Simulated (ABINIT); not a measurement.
An input for ABINIT 10.8.3 (TaAgO3 (R3c)):

```
acell 3*1.0 Angstrom
rprim 
  2.764050000011 1.595825011582 4.571966666692
  -2.764050000011 1.595825011582 4.571966666692
  -0.000000000000 -3.191650023098 4.571966666716
ntypat 3
znucl 73 47 8
natom 10
typat 1 1 2 2 3 3 3 3 3 3
xred 
  0.000000000000 0.000000000000 0.000000000000
  0.500000000000 0.500000000000 0.500000000000
  0.249200000000 0.249200000000 0.249200000000
  0.749200000000 0.749200000000 0.749200000000
  0.810800000000 0.700900000000 0.241300000000
  0.241300000000 0.810800000000 0.700900000000
  0.700900000000 0.241300000000 0.810800000000
  0.741300000000 0.200900000000 0.310800000000
  0.200900000000 0.310800000000 0.741300000000
  0.310800000000 0.741300000000 0.200900000000
pp_dirpath "pseudos"
pseudos "Ta.upf, Ag.upf, O.upf"
ecut 39
ngkpt 4 4 4
nshiftk 1
shiftk 0 0 0
kptopt 1
chksymbreak 0
nband 59
occopt 1
tolvrs 1e-08
nstep 60
prtwf 0
optforces 0
optstress 0
indata_prefix "in"
outdata_prefix "out"
tmpdata_prefix "tmp"
```

```sh
OMP_NUM_THREADS=1 mpirun -n 4 abinit run.abi > log
```

Q: How long will it take on 4 MPI ranks of Arm Neoverse V1, shared host, and how much memory?

It took 2.8 min; on shared hardware allow 83 s to 5.5 min. Peak host memory was 0.54 GiB.

[Paths, hosts, dates, memory and timing lines, banners, echoed tables and standing remarks are left out of the program output.]

[Logs are printed without paths, hosts, clocks, repeated set-up lines and the standing remarks that a program may print on its own settings, such as how far it seeks lower states.]

[Runs of the session that timed out or met a known fault of the program may be left out.]

[Hosts, paths, dates, database ids (printed as entryN), source tags and the programs' standing remarks are cut or masked in the printed files.]

[G0W0 gaps are taken among the corrected bands and points alone; a level outside them can change the order at an edge.]

[Where Ansatz stands beside ABINIT at settings called matched, ABINIT's density can come from a denser mesh and the files from another edition; pairs whose starting gaps differed by over 0.03 eV were left out, so agreement reads better than it is.]
